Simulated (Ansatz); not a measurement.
# Direct or indirect: MgS (Fm-3m)

Space group Fm-3m (No. 225). a = 5.203 Å, b = 5.203 Å, c = 5.203 Å, α = 90.00°, β = 90.00°, γ = 90.00°
```
atom  site  symmetry       x       y       z
   S    4b      m-3m  0.5000  0.0000  0.0000
  Mg    4a      m-3m  0.0000  0.0000  0.0000
```

Method: Ansatz, PBE, independent particles, without spin-orbit coupling, line width 0.15 eV (Gaussian). The band structure gives a fundamental gap of 2.79 eV. The spectrum of vertical transitions near the edge:

| E (eV) | Im ε, E ∥ xyz |
| --- | --- |
| 2.34 | 0.00 |
| 2.46 | 0.00 |
| 2.58 | 0.00 |
| 2.70 | 0.00 |
| 2.82 | 0.00 |
| 2.94 | 0.00 |
| 3.06 | 0.00 |
| 3.18 | 0.00 |
| 3.30 | 0.00 |
| 3.42 | 0.00 |
| 3.54 | 0.01 |
| 3.66 | 0.07 |
| 3.78 | 0.22 |
| 3.90 | 0.40 |
| 4.02 | 0.53 |
| 4.14 | 0.64 |
| 4.26 | 0.75 |
| 4.38 | 0.97 |
| 4.50 | 1.51 |
| 4.62 | 2.26 |
| 4.74 | 2.98 |
| 4.86 | 3.71 |
| 4.98 | 4.66 |

Problem. Is the gap direct or indirect, and about where do vertical transitions set in?

Solution. Indirect, by the band path, whose least direct gap is 3.72 eV. The curves fit this: they stay near zero above 2.79 eV and rise only from about 3.7 eV, though a forbidden direct transition would look alike. Lines are broadened by 0.15 eV, which spreads the edge, and phonons, which would give weak absorption from the fundamental gap up, are left out.

[Logs are printed without paths, hosts, clocks, repeated set-up lines and the standing remarks that a program may print on its own settings, such as how far it seeks lower states.]
